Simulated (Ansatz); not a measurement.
# Al2Si2Pb: relaxing a made-up structure

This structure for Al2Si2Pb is made up. Its elements were placed in a known structure type with a cell scaled to their sizes. What cell does the guess relax to, and how far off was it?

Method: DFT, PBEsol, plane-wave PAW, files of the set soft_1, scalar-relativistic, no spin, cell and ions relaxed at zero pressure; PAW set soft_1, in the first sound run; inputs show where later runs differ, in Ansatz 0.2.0.

**1. Starting point**

The structure is trigonal, space group P-3m1 (No. 164). The conventional cell has a = 4.050 Å, b = 4.050 Å, c = 6.947 Å, α = 90.00°, β = 90.00°, γ = 120.00°. Nearest to Pb lie 6 Si at 3.00 Å. Nearest to Si lie 4 Al at 2.43 to 2.53 Å and 3 Pb at 3.00 Å. Nearest to Al lie 4 Si at 2.43 to 2.53 Å. Farther neighbours are not listed.

**2. Relaxation of the guess**

The guessed cell has no reason to be at equilibrium. It is relaxed with the atoms, within the space group of the guess.

input.yaml

```yaml
crystal:
  lattice:
    - [4.05, 0.0, 0.0]
    - [-2.025, 3.507402885, 0.0]
    - [0.0, 0.0, 6.947]
  atoms:
    - { symbol: Pb, position: [0.0, 0.0, 0.0] }
    - { symbol: Si, position: [0.666666667, 0.333333333, 0.7304] }
    - { symbol: Si, position: [0.333333333, 0.666666667, 0.2696] }
    - { symbol: Al, position: [0.666666667, 0.333333333, 0.3657] }
    - { symbol: Al, position: [0.333333333, 0.666666667, 0.6343] }
kpoints:
  mp_grid: { grid: [8, 8, 4] }
scf:
  occupations: { method: fermi_dirac, width: 0.05 }
hamiltonian:
  xc: pbesol
  pseudopotentials: { kind: paw, azcp: { folder: soft_1 }, xc_functional: pbe }
relax:
  f_tol: 0.015
  max_steps: 70
  cell: {}
output:
  forces: true
  stress: true
```

Launch:

```sh
ansatz run input.yaml --threads 4 --pin off --max-ram 8192MiB --backend cpu --events-out ev --progress --plain --runs-dir out
```

Numbers of over 12 decimals in the logs are rounded to 6 here.

Log:

```text
Engine: ansatz 0.2.0, x86_64-unknown-linux-gnu
Pseudopotentials: kind: paw
Pseudopotential: Pb, paw, valence charge 14, recommended cutoff 420 eV (normal), soft_1/Pb.paw.azcp
Pseudopotential: Si, paw, valence charge 4, recommended cutoff 420 eV (normal), soft_1/Si.paw.azcp
Pseudopotential: Al, paw, valence charge 3, recommended cutoff 420 eV (normal), soft_1/Al.paw.azcp
Functional definition: PBEsol
  exchange = pbesol_x
  correlation = pbesol_c
Crystal: 5 atoms, lattice volume = 98.682 Å³
Basis set: ecut = 420 eV, 1931 PW (Γ), exchange–correlation on 60×60×96 points (8 copies of the dense FFT grid, shifted against one another)
Bands: 19, of which v1, the nominal top of the filled ones, is band 14 counted from 1 (13 counted from 0)
Symmetry: 12 space group operations
Space group: P-3m1 (ITA 164), of the structure as read, at distance tolerance 4.6e-5 Å
k-points: 35 of 256
Non-local potential: Pb, projectors of the file, l = 0: 2, l = 1: 2, l = 2: 2, l = 3: 1
Non-local potential: Si, projectors of the file, l = 0: 2, l = 1: 2, l = 2: 1
Non-local potential: Al, projectors of the file, l = 0: 2, l = 1: 2, l = 2: 1
PAW form: soft (Blöchl's): semilocal exchange-correlation on the pseudo side does not see the compensation charge
PAW frozen core: Pb, regenerated for the run's functional, and the local potential with it (the file was generated under x = pbe(κ = 0.804, μ = 0.219515), c = pbe(β = 0.066725))
PAW frozen core: Si, regenerated for the run's functional, and the local potential with it (the file was generated under x = pbe(κ = 0.804, μ = 0.219515), c = pbe(β = 0.066725))
PAW frozen core: Al, regenerated for the run's functional, and the local potential with it (the file was generated under x = pbe(κ = 0.804, μ = 0.219515), c = pbe(β = 0.066725))
PAW one-centre angular grid: Pb, 590 points (default); XC on 64 Gauss nodes
PAW one-centre angular grid: Si, 110 points (default); XC on 64 Gauss nodes
PAW one-centre angular grid: Al, 110 points (default); XC on 64 Gauss nodes
Initial density: superposition of atomic densities (chi_scale 0.1, normalization cell, long waves kept (reshape's long-wave potential 0.17 eV rms))
Initial wavefunctions: pseudopotential atomic-orbital guess
Functional: x = pbesol(κ = 0.804, μ = 0.123457), c = pbesol(β = 0.046)
SCF iter   1: F=—  HF=-14051.049663 eV  |F-HF|=—  |Δ(HF+E_count)|=         —  Δρ=5.08e-2  dr2=1.17e1  ethr=3.10e-3  ⟨swp⟩=8.5  Hψ=4384  notcnv=0
preconditioner: auto → Kerker (q_TF=auto, 2.212 Å⁻¹)  [metal: Δε(μ)=0.018 eV  Ē_g=10.486 eV  σ=0.050 eV  W_gap=0.09  n_scr=22 (ndim 8)  ℏωp=19.8 eV  f_vac=0.000  D(μ)=1.39/eV (n_scr^D=2)]
SCF iter   2: F=—  HF=-14049.273436 eV  |F-HF|=—  |Δ(HF+E_count)|=    1.78e0  Δρ=3.00e-2  dr2=4.41e0  ethr=3.10e-3  ⟨swp⟩=4.0  Hψ=1731  notcnv=0  defer=8
SCF iter   3: F=—  HF=-14048.283450 eV  |F-HF|=—  |Δ(HF+E_count)|=   9.90e-1  Δρ=3.91e-3  dr2=3.76e-2  ethr=3.10e-3  ⟨swp⟩=4.3  Hψ=1580  notcnv=0  defer=7
SCF iter   4: F=—  HF=-14048.277776 eV  |F-HF|=—  |Δ(HF+E_count)|=   5.67e-3  Δρ=1.39e-3  dr2=3.15e-3  ethr=1.34e-4  ⟨swp⟩=3.4  Hψ=1324  notcnv=0  defer=9
SCF iter   5: F=—  HF=-14048.277363 eV  |F-HF|=—  |Δ(HF+E_count)|=   4.13e-4  Δρ=2.92e-4  dr2=2.81e-4  ethr=1.13e-5  ⟨swp⟩=2.5  Hψ=1001  notcnv=0  defer=9
SCF iter   6: F=—  HF=-14048.277330 eV  |F-HF|=—  |Δ(HF+E_count)|=   3.25e-5  Δρ=8.66e-5  dr2=1.23e-5  ethr=1.00e-6  ⟨swp⟩=2.1  Hψ=809  notcnv=0  defer=9
SCF iter   7: F=—  HF=-14048.277298 eV  |F-HF|=—  |Δ(HF+E_count)|=   3.19e-5  Δρ=1.96e-5  dr2=8.87e-7  ethr=4.38e-8  ⟨swp⟩=2.6  Hψ=1037  notcnv=0  defer=10
SCF iter   8: F=-14048.277299 eV  HF=-14048.277299 eV  |F-HF|=9.97e-9  |Δ(HF+E_count)|=   1.87e-7  Δρ=6.73e-6  dr2=7.99e-8  ethr=3.57e-10  ⟨swp⟩=5.0  Hψ=2423  notcnv=0
SCF 1 converged in 8 iterations: F = -14048.277299 eV  dr2 = 7.99e-8
  greatest PAW one-centre occupation: 0.979 electrons in one spin orbital (limit 2), on the Pb atom at site 0 (counted from 0), in its partial waves of l = 2
relax step   1: F+E_penalty+E_count = -14048.27729859 eV  Δ(F+E_penalty+E_count) = +0.000e0 eV  max|allowed force component| = 7.057e-1 eV/Å  Δτ_max = 0.0000 Å  P = +6.813 GPa  Ω = 98.682 Å³  (8 SCF iters, dr2 threshold 1.00e-7 eV, accepted)
Crystal: 5 atoms, lattice volume = 106.609 Å³
Basis set: ecut = 420 eV, 2029 PW (Γ), exchange–correlation on 60×60×96 points (8 copies of the dense FFT grid, shifted against one another)
Initial density: handed on by an earlier stage of this run
Initial wavefunctions: those handed on with the density
iter 1 solved again at ethr=3.05e-4 eV; its pass at ethr=3.10e-3 eV (dr2=8.54e-2 eV) is discarded
SCF iter   1: F=—  HF=-14048.487928 eV  |F-HF|=—  |Δ(HF+E_count)|=         —  Δρ=4.72e-3  dr2=8.78e-2  ethr=3.05e-4  ⟨swp⟩=1.5  Hψ=4608  notcnv=0
preconditioner: auto → Kerker (q_TF=auto, 2.183 Å⁻¹)  [metal: Δε(μ)=0.088 eV  Ē_g=11.368 eV  σ=0.050 eV  W_gap=0.38  n_scr=22 (ndim 8)  ℏωp=19.0 eV  f_vac=0.000  D(μ)=1.27/eV (n_scr^D=2)]
SCF iter   2: F=—  HF=-14048.473697 eV  |F-HF|=—  |Δ(HF+E_count)|=   1.42e-2  Δρ=2.69e-3  dr2=2.91e-2  ethr=3.05e-4  ⟨swp⟩=1.1  Hψ=670  notcnv=0
SCF iter   3: F=—  HF=-14048.467928 eV  |F-HF|=—  |Δ(HF+E_count)|=   5.77e-3  Δρ=3.93e-4  dr2=3.05e-4  ethr=1.04e-4  ⟨swp⟩=2.2  Hψ=974  notcnv=0
SCF iter   4: F=—  HF=-14048.467981 eV  |F-HF|=—  |Δ(HF+E_count)|=   5.37e-5  Δρ=1.34e-4  dr2=3.08e-5  ethr=1.09e-6  ⟨swp⟩=2.4  Hψ=947  notcnv=0
SCF iter   5: F=—  HF=-14048.467987 eV  |F-HF|=—  |Δ(HF+E_count)|=   5.34e-6  Δρ=3.36e-5  dr2=1.83e-6  ethr=1.10e-7  ⟨swp⟩=2.6  Hψ=1173  notcnv=0
SCF iter   6: F=-14048.467987 eV  HF=-14048.467987 eV  |F-HF|=5.78e-8  |Δ(HF+E_count)|=   1.73e-7  Δρ=7.59e-6  dr2=1.72e-7  ethr=1.79e-9  ⟨swp⟩=4.3  Hψ=2151  notcnv=0
SCF 2 converged in 6 iterations: F = -14048.467987 eV  dr2 = 1.72e-7
relax step   2: F+E_penalty+E_count = -14048.46798695 eV  Δ(F+E_penalty+E_count) = -1.907e-1 eV  max|allowed force component| = 3.644e-1 eV/Å  Δτ_max = 0.0484 Å  P = +0.250 GPa  Ω = 106.609 Å³  energy of the carried Pulay correction = -8.705e-4 eV  (6 SCF iters, dr2 threshold 5.00e-7 eV, accepted)
Crystal: 5 atoms, lattice volume = 106.134 Å³
Basis set: ecut = 420 eV, 2053 PW (Γ), exchange–correlation on 60×60×96 points (8 copies of the dense FFT grid, shifted against one another)
iter 1 solved again at ethr=2.36e-5 eV; its pass at ethr=3.10e-3 eV (dr2=6.60e-3 eV) is discarded
SCF iter   1: F=—  HF=-14048.495534 eV  |F-HF|=—  |Δ(HF+E_count)|=         —  Δρ=1.72e-3  dr2=6.23e-3  ethr=2.36e-5  ⟨swp⟩=1.7  Hψ=4629  notcnv=0
preconditioner: auto → Kerker (q_TF=auto, 2.185 Å⁻¹)  [metal: Δε(μ)=0.006 eV  Ē_g=11.319 eV  σ=0.050 eV  W_gap=0.03  n_scr=22 (ndim 8)  ℏωp=19.1 eV  f_vac=0.000  D(μ)=1.38/eV (n_scr^D=2)]
SCF iter   2: F=—  HF=-14048.494788 eV  |F-HF|=—  |Δ(HF+E_count)|=   7.46e-4  Δρ=1.02e-3  dr2=2.26e-3  ethr=2.23e-5  ⟨swp⟩=1.0  Hψ=665  notcnv=0
SCF iter   3: F=—  HF=-14048.494380 eV  |F-HF|=—  |Δ(HF+E_count)|=   4.08e-4  Δρ=8.76e-5  dr2=1.33e-5  ethr=8.06e-6  ⟨swp⟩=2.0  Hψ=783  notcnv=0
SCF iter   4: F=—  HF=-14048.494401 eV  |F-HF|=—  |Δ(HF+E_count)|=   2.04e-5  Δρ=2.73e-5  dr2=1.36e-6  ethr=4.74e-8  ⟨swp⟩=2.1  Hψ=939  notcnv=0
SCF iter   5: F=-14048.494401 eV  HF=-14048.494401 eV  |F-HF|=4.85e-8  |Δ(HF+E_count)|=   8.62e-8  Δρ=9.43e-6  dr2=2.42e-7  ethr=1.79e-9  ⟨swp⟩=4.4  Hψ=2131  notcnv=0
SCF 3 converged in 5 iterations: F = -14048.494401 eV  dr2 = 2.42e-7
relax step   3: F+E_penalty+E_count = -14048.49440058 eV  Δ(F+E_penalty+E_count) = -2.641e-2 eV  max|allowed force component| = 6.547e-2 eV/Å  Δτ_max = 0.0503 Å  P = -0.117 GPa  Ω = 106.134 Å³  energy of the carried Pulay correction = -8.202e-4 eV  (5 SCF iters, dr2 threshold 5.00e-7 eV, accepted)
Crystal: 5 atoms, lattice volume = 105.814 Å³
iter 1 solved again at ethr=8.45e-7 eV; its pass at ethr=3.10e-3 eV (dr2=2.37e-4 eV) is discarded
SCF iter   1: F=—  HF=-14048.496287 eV  |F-HF|=—  |Δ(HF+E_count)|=         —  Δρ=4.24e-4  dr2=2.51e-4  ethr=8.45e-7  ⟨swp⟩=2.6  Hψ=4391  notcnv=0
preconditioner: auto → Kerker (q_TF=auto, 2.186 Å⁻¹)  [metal: Δε(μ)=0.015 eV  Ē_g=11.320 eV  σ=0.050 eV  W_gap=0.08  n_scr=22 (ndim 8)  ℏωp=19.1 eV  f_vac=0.000  D(μ)=1.36/eV (n_scr^D=2)]
SCF iter   2: F=—  HF=-14048.496276 eV  |F-HF|=—  |Δ(HF+E_count)|=   1.14e-5  Δρ=2.48e-4  dr2=9.32e-5  ethr=8.45e-7  ⟨swp⟩=1.0  Hψ=665  notcnv=0
SCF iter   3: F=—  HF=-14048.496247 eV  |F-HF|=—  |Δ(HF+E_count)|=   2.90e-5  Δρ=2.42e-5  dr2=2.03e-6  ethr=3.33e-7  ⟨swp⟩=2.4  Hψ=933  notcnv=0
SCF iter   4: F=-14048.496246 eV  HF=-14048.496247 eV  |F-HF|=2.82e-7  |Δ(HF+E_count)|=   4.31e-7  Δρ=1.09e-5  dr2=4.43e-7  ethr=1.79e-9  ⟨swp⟩=4.7  Hψ=2190  notcnv=0
SCF 4 converged in 4 iterations: F = -14048.496246 eV  dr2 = 4.43e-7
relax step   4: F+E_penalty+E_count = -14048.49624635 eV  Δ(F+E_penalty+E_count) = -1.846e-3 eV  max|allowed force component| = 2.162e-2 eV/Å  Δτ_max = 0.0083 Å  P = -0.034 GPa  Ω = 105.814 Å³  energy of the carried Pulay correction = -7.861e-4 eV  (4 SCF iters, dr2 threshold 5.00e-7 eV, accepted)
Crystal: 5 atoms, lattice volume = 105.723 Å³
iter 1 solved again at ethr=1.96e-7 eV; its pass at ethr=3.10e-3 eV (dr2=5.48e-5 eV) is discarded
SCF iter   1: F=—  HF=-14048.496445 eV  |F-HF|=—  |Δ(HF+E_count)|=         —  Δρ=1.92e-4  dr2=6.44e-5  ethr=1.96e-7  ⟨swp⟩=2.4  Hψ=4272  notcnv=0
preconditioner: auto → Kerker (q_TF=auto, 2.186 Å⁻¹)  [metal: Δε(μ)=0.074 eV  Ē_g=11.317 eV  σ=0.050 eV  W_gap=0.32  n_scr=22 (ndim 8)  ℏωp=19.1 eV  f_vac=0.000  D(μ)=1.34/eV (n_scr^D=2)]
SCF iter   2: F=—  HF=-14048.496470 eV  |F-HF|=—  |Δ(HF+E_count)|=   2.52e-5  Δρ=1.12e-4  dr2=2.28e-5  ethr=1.96e-7  ⟨swp⟩=1.0  Hψ=666  notcnv=0
SCF iter   3: F=—  HF=-14048.496462 eV  |F-HF|=—  |Δ(HF+E_count)|=   8.67e-6  Δρ=1.33e-5  dr2=5.71e-7  ethr=8.13e-8  ⟨swp⟩=2.0  Hψ=901  notcnv=0
SCF iter   4: F=-14048.496462 eV  HF=-14048.496462 eV  |F-HF|=5.24e-8  |Δ(HF+E_count)|=   1.21e-7  Δρ=4.91e-6  dr2=8.08e-8  ethr=4.03e-10  ⟨swp⟩=5.0  Hψ=2350  notcnv=0
SCF 5 converged in 4 iterations: F = -14048.496462 eV  dr2 = 8.08e-8
relax step   5: F+E_penalty+E_count = -14048.49646159 eV  Δ(F+E_penalty+E_count) = -2.152e-4 eV  max|allowed force component| = 1.492e-3 eV/Å  Δτ_max = 0.0020 Å  P = +0.004 GPa  Ω = 105.723 Å³  energy of the carried Pulay correction = -7.764e-4 eV  (4 SCF iters, dr2 threshold 1.13e-7 eV, accepted)
Basis set: ecut = 420 eV, 2029 PW (Γ), exchange–correlation on 60×60×100 points (8 copies of the dense FFT grid, shifted against one another)
Initial wavefunctions: pseudopotential atomic-orbital guess (no wavefunctions were taken with the density)
iter 1 solved again at ethr=2.20e-7 eV; its pass at ethr=3.10e-3 eV (dr2=6.15e-5 eV) is discarded
SCF iter   1: F=—  HF=-14048.497494 eV  |F-HF|=—  |Δ(HF+E_count)|=         —  Δρ=7.23e-5  dr2=8.89e-7  ethr=2.20e-7  ⟨swp⟩=3.2  Hψ=6159  notcnv=0
preconditioner: auto → Kerker (q_TF=auto, 2.186 Å⁻¹)  [metal: Δε(μ)=0.075 eV  Ē_g=11.317 eV  σ=0.050 eV  W_gap=0.32  n_scr=22 (ndim 8)  ℏωp=19.1 eV  f_vac=0.000  D(μ)=1.34/eV (n_scr^D=2)]
SCF iter   2: F=—  HF=-14048.497482 eV  |F-HF|=—  |Δ(HF+E_count)|=   1.22e-5  Δρ=3.71e-5  dr2=2.43e-7  ethr=3.17e-9  ⟨swp⟩=2.1  Hψ=1149  notcnv=0
SCF iter   3: F=—  HF=-14048.497483 eV  |F-HF|=—  |Δ(HF+E_count)|=   5.52e-7  Δρ=5.18e-6  dr2=1.85e-8  ethr=8.67e-10  ⟨swp⟩=2.9  Hψ=1224  notcnv=0
SCF iter   4: F=—  HF=-14048.497483 eV  |F-HF|=—  |Δ(HF+E_count)|=   6.77e-9  Δρ=7.17e-7  dr2=1.83e-9  ethr=6.60e-11  ⟨swp⟩=2.5  Hψ=1068  notcnv=0
SCF iter   5: F=—  HF=-14048.497483 eV  |F-HF|=—  |Δ(HF+E_count)|=  1.09e-11  Δρ=2.05e-7  dr2=9.25e-11  ethr=6.52e-12  ⟨swp⟩=2.6  Hψ=986  notcnv=0
SCF iter   6: F=-14048.497483 eV  HF=-14048.497483 eV  |F-HF|=1.82e-12  |Δ(HF+E_count)|=  1.82e-12  Δρ=3.97e-8  dr2=2.55e-12  ethr=1.00e-12  ⟨swp⟩=4.2  Hψ=2130  notcnv=0
SCF 6 converged in 6 iterations: F = -14048.497483 eV  dr2 = 2.55e-12
relax step   6: F+E_penalty+E_count = -14048.49748277 eV  Δ(F+E_penalty+E_count) = -1.021e-3 eV  max|allowed force component| = 1.362e-3 eV/Å  Δτ_max = 0.0000 Å  P = +0.014 GPa  Ω = 105.723 Å³  stress off target by 1.72e-2 GPa  SCF on the basis re-selected at this cell (its energy is not comparable with the rows above)  (6 SCF iters)
basis re-selected at this cell: Δ(F+E_penalty+E_count) = -1.021e-3 eV, ΔP = +0.010 GPa vs the last step (what re-selecting the basis moved, of the pressure what is left beyond the Pulay correction that the steps carried, after the strain that the cell walked since its last selection, with what the two solves' SCF thresholds leave and, on support functions, any second-order correction that the steps lacked; it is no measure of the basis error at this ecutwfc). The dense FFT grid was sized anew with the basis: this SCF ran on 30×30×50 points, the steps before it on 30×30×48, so part of this shift can come from that change (see relax.cell in the input reference). [rest of the remark cut]
SCF converged after 6 iterations
Free energy (F): -14048.497483 eV
Harris-Foulkes:  -14048.497483 eV  (|F-HF|=1.82e-12)
Internal energy: -14048.486672 eV  (E = F + TS)
E sigma→0 (E₀):  -14048.492078 eV
Entropy (-TS):   -0.010810 eV (-2.162 meV/atom)
Fermi energy:    7.896557 eV
--- Per-component energies (eV) ---
  E_band       = -33.882487
  E_kinetic    = 417.753051
  E_local      = -1458.778574  (includes V_loc(G=0)·N_el)
  E_nonlocal   = 373.808176
  E_hartree    = 602.345978
  E_xc         = -390.290461
  E_vxc        = -291.653566  (∫ρ·V_xc dr)
  E_paw        = -12151.306493  (= ΣΔE_a)
  E_vpaw       = -279.703597  (= ΣTr[D̂ρ^β])
  E_aug_tail   = 0.000062  (compensation charges beyond the density's cutoff)
  E_ewald      = -1442.181982
  E_core_change = 0.163570  (= ΣΔE_core)
  E_smearing   = -0.010810  (= −TS)
  E_closure    = 0.000000  (closes the sum)
  Σ components = -14048.497483   (vs F -14048.497483, Δ=0.00e0)
--- Forces (eV/Å), atoms counted from 1 ---
  atom   1  Pb     0.00000000     0.00000000     0.00000000
  atom   2  Si     0.00000000    -0.00000000     0.00136209
  atom   3  Si    -0.00000000     0.00000000    -0.00136209
  atom   4  Al     0.00000000    -0.00000000    -0.00015174
  atom   5  Al     0.00000000     0.00000000     0.00015174
  max |Σ_I F_I| component: 1.85e-17 eV/Å
--- Stress (GPa, compression-positive) ---
        0.011831       0.000000       0.000000
        0.000000       0.011831      -0.000000
        0.000000      -0.000000       0.017163
  P = ⅓ Tr σ = 0.0136 GPa (0.136 kbar)
--- Relaxed structure (5 steps of the walk, 5 accepted, 1 SCFs on fresh bases) ---
  F+E_penalty+E_count = -14048.49748277 eV   max|allowed force component| = 1.362e-3 eV/Å   (the final SCF, on the basis selected at the relaxed cell)
  cell:  # Å, volume = 105.7225 Å³
    - [4.100093, 0, 1.7294786667208482e-17]
    - [-2.050047, 3.550785, -8.647393333604241e-18]
    - [2.9665897032764856e-17, 0, 7.261885]
  atoms:
    - { symbol: Pb, position: [0, 0, -1.9976663031257318e-19] }
    - { symbol: Si, position: [0.666667, 0.333333, 0.738968] }
    - { symbol: Si, position: [0.333333, 0.666667, 0.261032] }
    - { symbol: Al, position: [0.666667, 0.333333, 0.379357] }
    - { symbol: Al, position: [0.333333, 0.666667, 0.620643] }
```

Elapsed: 5.7 s, on 4 threads of Intel Xeon Platinum 8488C (Sapphire Rapids), shared host; peak memory 0.49 GiB; 16 s of CPU time.

The steps of the relaxation:

| step | energy less that of the first step (eV) | largest force component (eV/Å) | pressure (GPa) | volume (Å³) |
| --- | --- | --- | --- | --- |
| 1 | 0.0000 | 0.7057 | 6.81 | 98.68 |
| 2 | -0.1907 | 0.3644 | 0.25 | 106.61 |
| 3 | -0.2171 | 0.0655 | -0.12 | 106.13 |
| 4 | -0.2189 | 0.0216 | -0.03 | 105.81 |
| 5 | -0.2192 | 0.0015 | 0.00 | 105.72 |
| 6* | -0.2202 | 0.0014 | 0.01 | 105.72 |

Relaxation steps marked * repeat the geometry before them on a plane-wave basis chosen anew for their cell, so energy and pressure can jump there.

Forces are held to the 12 operations that the run works with; a distortion that breaks them can't arise in this run.

| conventional cell, symmetrised | before | after | change |
| --- | --- | --- | --- |
| a (Å) | 4.050 | 4.100 | +1.2 % |
| b (Å) | 4.050 | 4.100 | +1.2 % |
| c (Å) | 6.947 | 7.262 | +4.5 % |
| volume (Å³/atom) | 19.74 | 21.14 | +7.1 % |

The atoms that moved most (Å, as changes of fractional coordinates times the final cell):

```
atom     dx     dy      dz  length
 Al4  0.000  0.000   0.099   0.099
 Al5  0.000  0.000  -0.099   0.099
 Si2  0.000  0.000   0.062   0.062
 Si3  0.000  0.000  -0.062   0.062
```

Numbers from this step:

* free energy: -14048.4975 eV
* energy at zero smearing: -14048.4921 eV
* smearing term TS: 0.01081 eV
* Fermi energy: 7.897 eV
* electrons: 28
* symmetry operations: 12
* pressure: 0.01361 GPa

Shortest distances by pair of elements, guess and relaxed (not always the same contact):

| pair | guess (Å) | relaxed (Å) |
| --- | --- | --- |
| Al–Si | 2.432 | 2.518 |
| Al–Al | 2.992 | 2.945 |
| Pb–Si | 2.996 | 3.033 |
| Al–Pb | 3.453 | 3.632 |
| Pb–Pb | 4.050 | 4.100 |

The relaxation ends with a largest force component of 0.0014 eV/Å and a pressure of 0.01 GPa.

(Continued in part 2 of 2.)

[Logs are printed without paths, hosts, clocks, repeated set-up lines and the standing remarks that a program may print on its own settings, such as how far it seeks lower states.]

[Hosts, paths, dates, database ids (printed as entryN), source tags and the programs' standing remarks are cut or masked in the printed files.]
